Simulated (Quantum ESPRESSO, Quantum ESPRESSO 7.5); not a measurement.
## K(100): thickness series by an ASE script

How thick must a slab of K(100) be?

Main program and level: Quantum ESPRESSO 7.5; plane-wave DFT, PBE, GBRV ultrasoft pseudopotentials.

**Measured values to reproduce.**

“Anisotropic work function of elemental crystals” (2019, arxiv:1902.07811) quotes from earlier work for K (polycrystalline sample, no single face): work function, loosely compared (polycrystalline sample, no single face) 2.29 eV.

This is a report of a sequence of runs, with most program output left out.

## Step 1: Starting point

The cell holds 8 atoms: 8 K. Its edges and angles: a = 5.230 Å, b = 5.230 Å, c = 33.305 Å, α = 90.0°, β = 90.0°, γ = 90.0°. It derives from K. Vacuum lies along c.

Coordinates:

```xyz
8
Lattice="5.2300 0.0000 0.0000 0.0000 5.2300 0.0000 0.0000 0.0000 33.3050" Properties=species:S:1:pos:R:3
K     2.6150    2.6150    7.5000
K     0.0000    0.0000   10.1150
K     2.6150    2.6150   12.7300
K     0.0000    0.0000   15.3450
K     2.6150    2.6150   17.9600
K     0.0000    0.0000   20.5750
K     2.6150    2.6150   23.1900
K     0.0000    0.0000   25.8050
```

## Step 2: The script

ASE writes the inputs, starts pw.x and reads the results. Under ESM bc1 the zero of energy of a symmetric slab is the vacuum, so the work function is minus the Fermi level.

File run.py:

```python
import json
import numpy as np
from ase.build import bcc100
from ase.calculators.espresso import Espresso, EspressoProfile

profile = EspressoProfile(command='mpirun -n 4 pw.x -nk 4', pseudo_dir='../pseudo')
pseudopotentials = {'K': 'k_pbe_v1.4.uspp.F.UPF'}
system = {'ecutwfc': 40, 'ecutrho': 200, 'occupations': 'smearing', 'smearing': 'mv', 'degauss': 0.02}


def calculator(name, kpts, **extra):
    data = dict(control=dict(tprnfor=True, verbosity='high', disk_io='none'),
                system=system | extra,
                electrons=dict(conv_thr=1e-07, mixing_beta=0.4, mixing_mode='local-TF',
                               electron_maxstep=100))
    return Espresso(profile=profile, directory=name, pseudopotentials=pseudopotentials, kpts=kpts, input_data=data)


def centre(atoms):
    z = atoms.positions[:, 2]
    atoms.positions[:, 2] -= (z.max() + z.min()) / 2  # ESM wants the slab about z = 0
    return atoms


rows = []
for n in [3, 4, 5, 6, 7, 8]:
    slab = centre(bcc100('K', size=(1, 1, n), a=5.23, vacuum=7.5, periodic=True))
    slab.set_initial_magnetic_moments([0.0] * n)
    slab.calc = calculator(f'n{n}', (6, 6, 1), assume_isolated='esm', esm_bc='bc1')
    energy = slab.get_potential_energy()
    work = -slab.calc.get_fermi_level()
    force = slab.get_forces()[-1, 2]
    rows.append([n, energy, work, force])
    print(f'{n} layers: E = {energy:.5f} eV, work function {work:.3f} eV, force on the top atom {force:+.3f} eV/A')

n, energy = np.array(rows)[:, :2].T
slope, offset = np.polyfit(n[1:], energy[1:], 1)
area = np.linalg.norm(np.cross(*slab.cell[:2]))
gamma = offset / (2 * area) * 16.0218
print(f'bulk energy from the slope {slope:.5f} eV an atom; unrelaxed surface energy {gamma:.3f} J/m^2')
json.dump(dict(rows=rows, slope=slope, gamma=gamma), open('result.json', 'w'))
```

The run is started by

```console
$ OMP_NUM_THREADS=1 python run.py
```

Run time: 26 min. Hardware: 4 MPI ranks of Arm Neoverse V2, shared host; peak memory 2.4 GiB; 1.7 h of CPU time.

Read from the output:

```
surface energy                     : 0.1176 J/m²
work function of the thickest slab : 2.229 eV
```

Work function against layers:

```
layers  work function (eV)
  3.00                2.25
  4.00                2.26
  5.00                2.21
  6.00                2.24
  7.00                2.23
  8.00                2.23
```

The force on the top atom along the normal by layers:

| layers | force on the top atom along the normal (eV/Å) |
| --- | --- |
| 3.00 | 0.0160 |
| 4.00 | 0.0242 |
| 5.00 | 0.0194 |
| 6.00 | 0.0250 |
| 7.00 | 0.0198 |
| 8.00 | 0.0199 |

The energy less the bulk line's slope by layers:

```csv
layers,energy less the bulk line's slope (meV)
3.00,395
4.00,399
5.00,407
6.00,396
7.00,407
8.00,399
```

## Step 3: Running the series: PBE, SSSP efficiency

Level of this step: plane-wave DFT, PBE, SSSP efficiency pseudopotentials (Quantum ESPRESSO 7.5).

run.py is the input of step 2 with these lines changed:

```diff
@@ -6,4 +6,4 @@
 profile = EspressoProfile(command='mpirun -n 4 pw.x -nk 4', pseudo_dir='../pseudo')
-pseudopotentials = {'K': 'k_pbe_v1.4.uspp.F.UPF'}
-system = {'ecutwfc': 40, 'ecutrho': 200, 'occupations': 'smearing', 'smearing': 'mv', 'degauss': 0.02}
+pseudopotentials = {'K': 'K.pbe-spn-kjpaw_psl.1.0.0.UPF'}
+system = {'ecutwfc': 45, 'ecutrho': 360, 'occupations': 'smearing', 'smearing': 'mv', 'degauss': 0.02}
```

The run is started by

```console
$ OMP_NUM_THREADS=1 python run.py
```

The job ended after 15 min (4 MPI ranks; peak memory 4 GiB; 60 min of CPU time).

Read from the output:

| Quantity | Value |
| --- | --- |
| surface energy | 0.1173 J/m² |
| work function of the thickest slab | 2.239 eV |

Table of work function by layers:

```csv
layers,work function (eV)
3.00,2.26
4.00,2.27
5.00,2.22
6.00,2.25
7.00,2.23
8.00,2.24
```

Force on the top atom along the normal against layers:

| layers | force on the top atom along the normal (eV/Å) |
| --- | --- |
| 3.00 | -0.0170 |
| 4.00 | 0.0280 |
| 5.00 | 0.0194 |
| 6.00 | 0.0223 |
| 7.00 | 0.0190 |
| 8.00 | 0.0232 |

The energy less the bulk line's slope by layers:

```csv
layers,energy less the bulk line's slope (meV)
3.00,394
4.00,398
5.00,406
6.00,394
7.00,406
8.00,398
```

## Step 4: By hand

γ = (E_N − N e_bulk)/(2A). The excess of the thickest slab is 0.399 eV and A = 27.353 Å²: 0.399/(2 × 27.353) × 16.02 = 0.12 J/m² (1 eV/Å² = 16.02 J/m²); the fit's intercept gives 0.12.

## Step 5: Results

```yaml
work_function_of_the_thickest_slab_pbe_gbrv_ultrasoft: 2.23 eV
unrelaxed_surface_energy_pbe_gbrv_ultrasoft: 0.12 J/m²
work_function_of_the_thickest_slab_pbe_sssp_efficiency: 2.24 eV
unrelaxed_surface_energy_pbe_sssp_efficiency: 0.12 J/m²
```

In words: The thickest slab gives a work function of 2.23 eV and the series an unrelaxed surface energy of 0.12 J/m² (PBE, GBRV ultrasoft). The work function swings by 0.05 eV over 3 to 8 layers and by 0.00 eV over the last step; confined states crossing the Fermi level and the finite mesh both contribute. From 3 layers on it stays within 0.1 eV. The top atom feels almost no force. The slabs are cut from the bulk at the tabulated lattice constant and not relaxed; the surface energy comes from a straight line through the energies of all but the thinnest slab.

Computed beside measured:

| quantity | measured | PBE, GBRV | PBE, SSSP efficiency |
| --- | --- | --- | --- |
| work function, loosely compared (polycrystalline sample, no single face) (eV) | 2.29 | 2.23 (-0.06 eV) | 2.24 (-0.05 eV) |

Measured values from arxiv:1902.07811 (2019).

**Verdict.** A polycrystal averages over faces, so this is a loose comparison.

[Logs are printed without paths, hosts, clocks, repeated set-up lines and the standing remarks that a program may print on its own settings, such as how far it seeks lower states.]

[Hosts, paths, dates, database ids (printed as entryN), source tags and the programs' standing remarks are cut or masked in the printed files.]

[Maps of the electrostatic potential energy from Ansatz leave out the sawtooth potential of an applied field or a dipole correction, so their vacuum need not be flat; planar profiles and work functions include it.]
